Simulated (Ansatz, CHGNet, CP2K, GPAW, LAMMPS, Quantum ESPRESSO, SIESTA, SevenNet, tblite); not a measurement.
**GPAW on glassy 40SiO2-28Al2O3-16Li2O-16SrO (mol %) (85 atoms): settings against a plane-wave reference**

Wanted: GPAW inputs and outputs for glassy 40SiO2-28Al2O3-16Li2O-16SrO (mol %) (85 atoms), checked against a plane-wave reference.

Main program and level: GPAW 26.7.0; the method is named at each step.

### Step 1. The structure

The cell holds 85 atoms: 10 Si, 14 Al, 8 Li, 4 Sr and 49 O. Its edges and angles: a = 10.152 Å, b = 10.152 Å, c = 10.152 Å, α = 90.0°, β = 90.0°, γ = 90.0°. 85 atoms (10 Si, 14 Al, 8 Li, 4 Sr, 49 O) placed at random at 2.93 g/cm³, melted at 4000 K for 10 ps at fixed volume with the Morse and Coulomb pair potential with partial charges (Pedone, Malavasi, Menziani, Cormack and Segre, J. Phys. Chem. B 110, 11780 (2006)). Quenched from 4000 K to 300 K at 6 K/ps and fixed volume, held 5 ps, then minimised at fixed cell.

The yardstick, on the same geometry:

* method: Kohn-Sham DFT, PBE, SSSP efficiency 1.3.0 pseudopotentials, plane waves (Quantum ESPRESSO 7.5); sssp-pbe-1.3.0-efficiency, cutoffs 60/480 Ry, Γ point
* r.m.s. force component: 0.7583 eV/Å
* longest force: 3.052 eV/Å
* pressure: 4.618 GPa
* gap (highest filled to lowest empty level): 3.671 eV
* time: 2.4 min on 4 MPI ranks of Arm Neoverse V2, shared host
* CPU time: 9.5 min

### Step 2. PBE, LCAO dzp, h 0.18 Å

Method: Kohn-Sham DFT, PBE, PAW, atomic orbitals (dzp).

File run.py:

```python
import numpy as np
from ase.io import read
from gpaw import GPAW, FermiDirac

atoms = read("structure.xyz")
atoms.calc = GPAW(
    mode="lcao",
    basis="dzp",
    h=0.18,
    xc="PBE",
    kpts={"size": (1, 1, 1), "gamma": True},
    occupations=FermiDirac(0.05),
    maxiter=200,
    symmetry={"point_group": False},
    txt="gpaw.txt",
)
energy = atoms.get_potential_energy(force_consistent=True)
forces = atoms.get_forces()
print(f"energy {energy:.6f} eV")
print("forces (eV/A)")
for i, (a, f) in enumerate(zip(atoms, forces)):
    print(f"{i:4d} {a.symbol:2s} {f[0]:10.5f} {f[1]:10.5f} {f[2]:10.5f}")
print(f"Fermi level {atoms.calc.get_fermi_level():.4f} eV")
for k in range(len(atoms.calc.get_ibz_k_points())):
    for s in range(atoms.calc.get_number_of_spins()):
        e = atoms.calc.get_eigenvalues(kpt=k, spin=s)
        n = np.searchsorted(e, atoms.calc.get_fermi_level())
        print(f"k {k} spin {s} levels about the Fermi level:", np.round(e[max(n - 6, 0):n], 4).tolist(), "|", np.round(e[n:n + 6], 4).tolist())
```

File structure.xyz:

```xyz
85
Lattice="10.15170 0.00000 0.00000 0.00000 10.15170 0.00000 0.00000 0.00000 10.15170" Properties=species:S:1:pos:R:3 pbc="T T T"
Si 7.68545 3.29270 7.52860
Si 1.20562 2.93547 6.73068
Si 1.94263 4.67283 1.59026
Si 2.74411 1.22765 8.85137
Si 9.21632 2.13145 2.56635
Si 0.87863 7.43856 8.61930
Si 10.15119 8.09060 2.92247
Si 7.20882 6.08919 6.74885
Si 5.00946 3.45117 9.31500
Si 6.00422 6.84214 2.58635
Al 9.57305 4.74612 9.61792
Al 3.08074 4.13712 4.56380
Al 6.96457 6.42988 9.93222
Al 4.78318 1.68346 3.87815
Al 6.50125 1.59605 1.14075
Al 8.59585 5.26345 2.19003
Al 5.74698 9.57762 5.93458
Al 4.47243 6.77372 5.19534
Al 2.27611 1.76193 1.82568
Al 3.78070 6.43486 9.83649
Al 9.53214 8.32054 6.09985
Al 7.40648 9.74898 3.22164
Al 8.79797 1.18734 5.59511
Al 6.04077 9.06171 9.25855
Li 2.45752 5.69114 7.24730
Li 2.66797 6.89605 2.89060
Li 9.09724 8.16582 0.53784
Li 1.11760 9.66614 0.89680
Li 4.66745 4.04474 1.96019
Li 3.75877 8.35099 7.80818
Li 5.56729 1.43880 7.29501
Li 6.25304 4.56867 4.47081
Sr 2.28880 9.98694 5.54699
Sr 9.09552 0.58230 8.92284
Sr 4.02627 9.24180 1.58803
Sr 10.03140 5.28924 5.02205
O 7.12822 9.46473 4.89982
O 2.80725 5.95661 1.14755
O 4.63466 6.76235 3.42529
O 7.16202 5.85550 3.12297
O 9.48768 9.99496 6.39821
O 8.66265 1.26947 3.83785
O 8.16694 5.31827 0.51337
O 0.01259 8.07629 4.49720
O 6.23071 3.28326 8.24572
O 2.39925 0.88228 0.26628
O 3.25575 5.61267 5.46243
O 1.51281 1.97268 8.01862
O 0.63489 4.45254 0.72158
O 4.40594 8.39292 5.71632
O 5.67226 3.04104 0.60464
O 8.81878 3.44772 8.65595
O 0.59702 1.78132 2.27165
O 8.98537 3.71430 2.86745
O 8.33485 7.09898 6.34187
O 2.40047 6.92417 8.79838
[... 25 atom lines left out ...]
O 5.94473 6.15010 5.81073
O 5.98697 0.34028 0.10081
O 2.41712 2.90785 5.61968
O 3.08277 10.13759 8.00248
```

Run with:

```bash
> OMP_NUM_THREADS=1 python run.py > output.txt
```

Log:

```text
energy -568.788862 eV
forces (eV/A)
   0 Si    0.26282    1.33994    0.94155
   1 Si    0.90368   -0.37549   -0.58920
   2 Si   -0.14524   -0.60009    0.38415
   3 Si   -0.34529    1.54467   -0.09487
   4 Si   -0.14798    0.37731   -0.32611
   5 Si   -0.99056   -0.11136    1.60925
   6 Si   -0.71718   -0.27902   -0.49016
   7 Si   -0.05722   -0.59875    1.24586
   8 Si    0.23848   -0.72873    0.67441
   9 Si    1.32864    0.42472   -0.04532
  10 Al    0.34654    0.18354   -0.04890
  11 Al   -0.32246   -0.55645   -0.60405
  12 Al    0.30436    0.48934    0.49511
  13 Al    0.16779    0.48119   -0.37174
  14 Al   -0.00761    0.33853    0.01060
  15 Al   -0.35883    0.68672   -0.16764
  16 Al    0.19268   -0.87134   -1.10810
  17 Al    0.80643    0.03905   -0.35638
  18 Al   -0.44937    1.41913    0.05910
  19 Al   -0.04662   -0.20306    0.91081
  20 Al   -0.80741   -0.16001    0.01553
  21 Al    0.33323    0.06607   -0.32859
  22 Al    0.41716    0.53724   -0.62037
  23 Al    0.54164   -0.51039    0.24218
[...]
77 O    -1.03672   -0.59126    0.90806
  78 O    -1.13606   -1.80411   -0.12045
  79 O    -1.23850   -0.11793    0.15155
  80 O     0.47873   -1.46115   -0.10174
  81 O    -0.78372   -0.91521   -1.36198
  82 O    -0.52659   -0.28234   -0.24432
  83 O     1.23294   -1.38282   -0.59113
  84 O     0.84044   -3.10267   -2.25994
Fermi level 4.5523 eV
k 0 spin 0 levels about the Fermi level: [2.9048, 2.9222, 2.9508, 3.0078, 3.2291, 3.3038] | [6.8718, 8.036, 8.4162, 8.4684, 8.5917, 8.6329]
```

gpaw.txt:

```text
Input parameters:
  mode=LCAO(),
  basis={'default': 'dzp'},
  h=0.18,
  kpts=MonkhorstPack(size=(1, 1, 1), gamma=True),
  maxiter=200,
  occupations=Occupations(name='fermi-dirac', width=0.05, fixmagmom=False),
  symmetry=Symmetry(point_group=False),
  xc=XC(name='PBE')
Unit cell  # Å
| periodic |         x |         y |         z |   lengths |    angles |
|----------|-----------|-----------|-----------|-----------|-----------|
|      yes | 10.151700 |  0.000000 |  0.000000 | 10.151700 | 90.000000 |
|      yes |  0.000000 | 10.151700 |  0.000000 | 10.151700 | 90.000000 |
|      yes |  0.000000 |  0.000000 | 10.151700 | 10.151700 | 90.000000 |
Number of symmetries: 1
Symmetry operations  # r_c * U_cc + t_c -> r_c
|   | kind |            matrix            |
|---|------|------------------------------|
| 0 |  E   |  1, 0, 0,  0, 1, 0,  0, 0, 1 |
BZ-sampling:
  Number of BZ points: 1
  Number of IBZ points: 1
  Monkhorst-Pack size: [1, 1, 1]
  Monkhorst-Pack shift: [0, 0, 0]
[... lines left out ...]
Reference energy: -618922.513560  # eV
eigensolver:
density mixing:
  MSR1-Mixer
occupation numbers:
  Fermi-Dirac:
    width: 0.0500  # eV
FastPoissonSolver using
    Stencil: 6*3+1=19 point O(h^6) finite-difference Laplacian
xc functional:
  name: PBE with 2 nearest neighbor stencil
interpolation: tri-quintic # 5. degree polynomial
Initialization done in: 9.942 s
convergence criteria:
- Maximum [total energy] change in last 3 cyles: 0.0005 eV / valence electron
- Maximum integral of absolute [dens]ity change: 0.0001 electrons / valence electron
- Maximum integral of absolute [eigenst]ate change: 4e-08 eV^2 / valence electron
maximum number of iterations: 200
SCF iterations
|iter     |      energy | eigst |  dens |
|---------|-------------|-------|-------|
|iter:   1| -620.403407 |      c|       |
|iter:   2| -606.808783 |      c| -0.77 |
|iter:   3| -568.085179 |      c| -0.82 |
|iter:   4| -568.540057 |      c| -1.42 |
|iter:   5| -568.814177 |      c| -1.70 |
|iter:   6| -568.789518 |      c| -2.45 |
|iter:   7| -568.788929c|      c| -3.15 |
|iter:   8| -568.788872c|      c| -3.59 |
|iter:   9| -568.788862c|      c| -4.00c|
Converged in 9 steps
SCF loop duration: 160.711 s (17.857 s/step)
Energy contributions relative to reference atoms: (reference = -618922.513560)
Energy contributions:
  Kinetic:         753.858966
  Coulomb:        -659.692913
  Zero:              8.473322
  External:          0.000000
  Xc:             -671.428236
  Entropy:          -0.000000
  Spinorbit:         0.000000
  ----------------------------
  Free energy:    -568.788862
  Extrapolated:   -568.788862
dipole moment: (90.594210, 83.049978, 14.389920)  # |e|*Ang
Fermi level: 4.552
Eigenvalues  # (at kpt = [0.000, 0.000, 0.000])
| band index |      eig [eV] | occ [0-2] |
|------------|---------------|-----------|
|          0 |       -31.135 |     2.000 |
|        ... |               |           |
|        204 |         2.708 |     2.000 |
|        205 |         2.825 |     2.000 |
[...]
|        219 |         8.860 |     0.000 |
|        ... |               |           |
|        258 |        11.753 |     0.000 |
Gap: 3.568 eV
Transition (v -> c):
  (s=0, k=0, n=211, [0.00, 0.00, 0.00]) -> (s=0, k=0, n=212, [0.00, 0.00, 0.00])
No difference between direct/indirect transitions
Force computation time: 45.469  # s
timing:  # [seconds]
  Total:  216.153  # ━━━━━━━━━━━━━━━━━━━━━━━━━━━━━━━━━━━━━━━━━━━━━━━━━━━━━━━━
  Init:     9.941  # ━━╸
  SCF:    160.711  # ━━━━━━━━━━━━━━━━━━━━━━━━━━━━━━━━━━━━━━━━━╸
  Forces:  45.469  # ━━━━━━━━━━━━
```

Run time: 3.6 min. Hardware: 1 thread of Arm Neoverse V2, shared host; peak memory 1.7 GiB.

Banners, paths, timers and routine set-up lines are dropped from the logs unmarked, and long logs keep their key lines alone; longer cuts are marked.

Numbers from this run, and their distance from the reference:

- r.m.s. force component: 0.9985 eV/Å
- r.m.s. difference of force components: 269.5 meV/Å
- longest difference of force vectors: 898.9 meV/Å
- force difference over r.m.s. force: 35.54 %
- slope of forces against the reference's: 1.304
- correlation of force components: 0.9901
- gap (highest filled to lowest empty level): 3.568 eV
- gap difference: -0.1028 eV

This run lies far from the reference in forces at the same functional. Basis and potentials both differ; the latter hold 424 valence electrons against the reference's 440.

Length of the force difference by element (eV/Å):

```csv
element,atoms,mean,most
Al,14,0.21,0.34
Li,8,0.14,0.19
O,49,0.56,0.90
Si,10,0.19,0.26
Sr,4,0.080,0.17
```

Levels nearest the highest filled one (eV from it): -0.40, -0.38, -0.35, -0.30, -0.07, 0.00, 3.57, 4.73, 5.11, 5.16, 5.29, 5.33.

A closer look about Sr36, one of the 4 Sr atoms: 9 atoms, nearest first, numbered in the order of the input, with positions taken from that point.

```csv
atom,x,y,z,distance (Å),bonds,Fx,Fy,Fz (eV/Å)
Sr36,0.00,0.00,0.00,0.00,8,0.17,-0.37,0.47
O75,1.14,-0.87,2.11,2.55,3,-0.53,3.80,0.75
O64,2.03,-0.58,-1.77,2.75,4,-0.76,0.99,1.54
O61,-2.23,-0.76,1.47,2.78,3,0.69,0.45,-2.54
O55,-1.70,1.81,1.32,2.81,3,1.55,0.53,-1.01
O44,0.13,2.79,-0.52,2.84,4,1.10,-0.54,2.93
O54,-1.05,-1.57,-2.15,2.87,3,-0.01,1.08,1.49
O81,-0.30,1.30,-2.56,2.89,3,0.48,-1.46,-0.10
O68,0.07,-2.87,0.87,3.00,3,-1.71,-0.83,-1.25
```

Atoms are counted from 1 here, from 0 in the log.

Forces lie 36 % from the reference's, at 0.38 times its CPU time (on 1 against 4 cores).

The difference per atom is largest on O (0.56 eV/Å on average, against 0.21 on Al).

### Step 3. PBE, LCAO sz(dzp), h 0.18 Å

Method: Kohn-Sham DFT, PBE, PAW, atomic orbitals (sz(dzp)).

Edit run.py of step 2 so:

```diff
@@ -7,3 +7,3 @@
     mode="lcao",
-    basis="dzp",
+    basis="sz(dzp)",
     h=0.18,
```

structure.xyz is that of step 2.

Log:

```text
energy -466.932639 eV
forces (eV/A)
   0 Si   -0.06875    1.29098    1.10129
   1 Si    0.79897   -1.94400    0.15425
   2 Si   -1.15638   -0.09017   -0.40056
   3 Si   -0.58532    2.31756    0.84537
   4 Si    0.85625    0.61231   -0.12568
   5 Si   -0.24468   -0.21346    1.69065
   6 Si   -0.44541   -0.33048   -0.21824
   7 Si   -0.32131    0.09254    0.89315
   8 Si    0.16805   -0.45365    0.19874
   9 Si    1.02703    0.38636    0.34952
  10 Al    0.67693   -0.23036   -0.33067
  11 Al   -0.52439   -0.63328   -0.42978
[...]
80 O    -0.10543   -3.09064   -0.55763
  81 O    -2.21967   -0.88221   -2.49279
  82 O    -0.83071   -0.32333   -0.19570
  83 O     2.49732   -1.60710   -1.69449
  84 O     1.44278   -5.38540   -4.17988
Fermi level 6.2455 eV
k 0 spin 0 levels about the Fermi level: [4.2337, 4.252, 4.3084, 4.3217, 4.5594, 4.6538] | [7.5583, 9.1444, 9.463, 9.519, 9.6537, 9.6794]
```

gpaw.txt:

```text
Input parameters:
  mode=LCAO(),
  basis={'default': 'sz(dzp)'},
  h=0.18,
  kpts=MonkhorstPack(size=(1, 1, 1), gamma=True),
  maxiter=200,
  occupations=Occupations(name='fermi-dirac', width=0.05, fixmagmom=False),
  symmetry=Symmetry(point_group=False),
  xc=XC(name='PBE')
[... lines left out ...]
  Fermi-Dirac:
[... lines left out ...]
convergence criteria:
- Maximum [total energy] change in last 3 cyles: 0.0005 eV / valence electron
[... lines left out ...]
Converged in 10 steps
[... lines left out ...]
  Free energy:    -466.932639
[... lines left out ...]
Fermi level: 6.246
[... lines left out ...]
|          0 |       -29.950 |     2.000 |
|        ... |               |           |
|        204 |         4.030 |     2.000 |
|        205 |         4.143 |     2.000 |
[...]
|        219 |         9.911 |     0.000 |
|        ... |               |           |
|        258 |        13.392 |     0.000 |
Gap: 2.905 eV
Transition (v -> c):
  (s=0, k=0, n=211, [0.00, 0.00, 0.00]) -> (s=0, k=0, n=212, [0.00, 0.00, 0.00])
No difference between direct/indirect transitions
Force computation time: 10.476  # s
timing:  # [seconds]
  Total:  65.796  # ━━━━━━━━━━━━━━━━━━━━━━━━━━━━━━━━━━━━━━━━━━━━━━━━━━━━━━━━━
  Init:    6.957  # ━━━━━━
  SCF:    48.336  # ━━━━━━━━━━━━━━━━━━━━━━━━━━━━━━━━━━━━━━━━━━
  Forces: 10.476  # ━━━━━━━━━
```

Elapsed: 67 s, on 1 thread; peak memory 1.3 GiB.

Compared with the plane-wave run:

* r.m.s. force component: 1.647 eV/Å
* r.m.s. difference of force components: 1003 meV/Å
* longest difference of force vectors: 3957 meV/Å
* force difference over r.m.s. force: 132.2 %
* slope of forces against the reference's: 1.984
* correlation of force components: 0.9136
* gap (highest filled to lowest empty level): 2.905 eV
* gap difference: -0.7663 eV

This is a coarse setting, run to see what it loses.

Against the first run (36 %), the force difference from the reference is 132 %, at 0.31 times the CPU time, with 352 basis functions against 1105: the smaller basis costs accuracy.

### Step 4. PBE, LCAO szp(dzp), h 0.18 Å

Method: Kohn-Sham DFT, PBE, PAW, atomic orbitals (szp(dzp)).

Edit run.py of step 3 so:

```diff
@@ -7,3 +7,3 @@
     mode="lcao",
-    basis="sz(dzp)",
+    basis="szp(dzp)",
     h=0.18,
```

structure.xyz is that of step 3.

Log:

```text
energy -554.864071 eV
forces (eV/A)
   0 Si    0.24682    1.23062    0.99451
   1 Si    0.68234   -0.07428   -0.67344
   2 Si   -0.21254   -0.65306    0.29489
   3 Si   -0.19674    1.11428   -0.30713
   4 Si   -0.02366    0.46991   -0.39677
   5 Si   -1.11262   -0.08905    1.60857
[...]
82 O    -0.50460   -0.27815   -0.15185
  83 O     1.40446   -1.40373   -0.77524
  84 O     0.72733   -2.91132   -2.22497
Fermi level 5.2204 eV
k 0 spin 0 levels about the Fermi level: [3.0984, 3.1238, 3.1461, 3.2229, 3.4458, 3.5209] | [7.083, 8.1632, 8.5501, 8.5858, 8.7045, 8.7747]
```

gpaw.txt:

```text
Input parameters:
  mode=LCAO(),
  basis={'default': 'szp(dzp)'},
  h=0.18,
  kpts=MonkhorstPack(size=(1, 1, 1), gamma=True),
  maxiter=200,
  occupations=Occupations(name='fermi-dirac', width=0.05, fixmagmom=False),
[... lines left out ...]
  Fermi-Dirac:
[... lines left out ...]
convergence criteria:
- Maximum [total energy] change in last 3 cyles: 0.0005 eV / valence electron
[... lines left out ...]
Converged in 9 steps
[... lines left out ...]
  Free energy:    -554.864071
[... lines left out ...]
Fermi level: 5.220
[... lines left out ...]
|        ... |               |           |
|        258 |        12.055 |     0.000 |
Gap: 3.562 eV
Transition (v -> c):
  (s=0, k=0, n=211, [0.00, 0.00, 0.00]) -> (s=0, k=0, n=212, [0.00, 0.00, 0.00])
No difference between direct/indirect transitions
Force computation time: 32.237  # s
timing:  # [seconds]
  Total:  159.649  # ━━━━━━━━━━━━━━━━━━━━━━━━━━━━━━━━━━━━━━━━━━━━━━━━━━━━━━━━
  Init:     8.174  # ━━━
  SCF:    119.212  # ━━━━━━━━━━━━━━━━━━━━━━━━━━━━━━━━━━━━━━━━━━
  Forces:  32.237  # ━━━━━━━━━━━╸
```

Elapsed: 2.7 min, on 1 thread; peak memory 1.6 GiB.

Compared with the plane-wave run:

```
r.m.s. force component                           : 1.023 eV/Å
r.m.s. difference of force components            : 306 meV/Å
longest difference of force vectors              : 1074 meV/Å
force difference over r.m.s. force               : 40.36 %
slope of forces against the reference's          : 1.329
correlation of force components                  : 0.9849
gap (highest filled to lowest empty level) : 3.562 eV
gap difference                                   : -0.1087 eV
```

This is a coarse setting, run to see what it loses.

Against the first run (36 %), the force difference from the reference is 40 %, at 0.74 times the CPU time, with 753 basis functions against 1105: the smaller basis costs accuracy.

### Step 5. The ladder

Differences are against the plane-wave reference, forces as r.m.s. over components; share is that over the reference's r.m.s. force, slope the least-squares factor from reference forces to these. Total energies of different programs have different zeros and aren't compared.

```csv
run,"Δ force, r.m.s. (meV/Å)",share (%),slope,Δ gap (eV),cores,CPU time,memory (GiB)
reference,-,-,-,-,4,9.5 min,3.1
"GPAW PBE, LCAO dzp, h 0.18 Å",270,35.5,1.304,-0.103,1,3.6 min,1.7
"GPAW PBE, LCAO sz(dzp), h 0.18 Å (coarse)",1003,132,1.984,-0.766,1,67 s,1.3
"GPAW PBE, LCAO szp(dzp), h 0.18 Å (coarse)",306,40.4,1.329,-0.109,1,2.7 min,1.6
```

Rows marked coarse were listed beforehand as settings not expected to be converged; some can still land near the reference.

CPU time is summed over cores on a shared host, where runs went side by side, so it is rough. Symmetry, cutoffs, thresholds, outputs and thread counts weren't matched or tuned between programs; memory under MPI is the largest rank's times the ranks.

### Step 6. Summary of results

```json
{
  "nearest in forces": "GPAW PBE, LCAO dzp, h 0.18 Å, 36 %",
  "its CPU time": "3.6 min"
}
```

What this shows: The PBE run in local orbitals, coarse settings apart, differs by 36 % (GPAW PBE, LCAO dzp, h 0.18 Å); basis, grid and potentials can all enter. Runs with settings chosen to be coarse differ by 40 % (GPAW PBE, LCAO szp(dzp), h 0.18 Å) to 132 % (GPAW PBE, LCAO sz(dzp), h 0.18 Å), their programs' other errors included. Of the electronic-structure runs that take under half the reference's CPU time, GPAW PBE, LCAO dzp, h 0.18 Å comes nearest, at 36 % in 3.6 min against 9.5 min. GPAW PBE, LCAO szp(dzp), h 0.18 Å stiffens the forces by a factor of 1.33 while following their directions (correlation 0.985); the slopes of the 3 GPAW runs lie between 1.30 and 1.98. At the same functional, gaps differ from the reference's 3.67 eV by between -0.77 and -0.10 eV. The potentials hold different valence shells: 440 electrons in the reference, 424 in GPAW; this bears on time and differences. The quench rate of 6 K/ps is many orders above laboratory rates, so the cell is likely richer in defects and strain than a real sample. The network of bonds at the start is that of the classical potential that made the cell, and needn't be the one that DFT or experiment would give. The reference's pressure of 4.6 GPa belongs to a cell and atoms that aren't relaxed at this level. The electronic-structure runs sample only Γ, in a cell whose shortest periodic width is 10 Å.

[Also dropped from logs without a mark: logging warnings of Python, and SIESTA's first energy breakdown and zero terms.]

[Logs are printed without paths, hosts, clocks, repeated set-up lines and the standing remarks that a program may print on its own settings, such as how far it seeks lower states.]

[Hosts, paths, dates, database ids (printed as entryN), source tags and the programs' standing remarks are cut or masked in the printed files.]
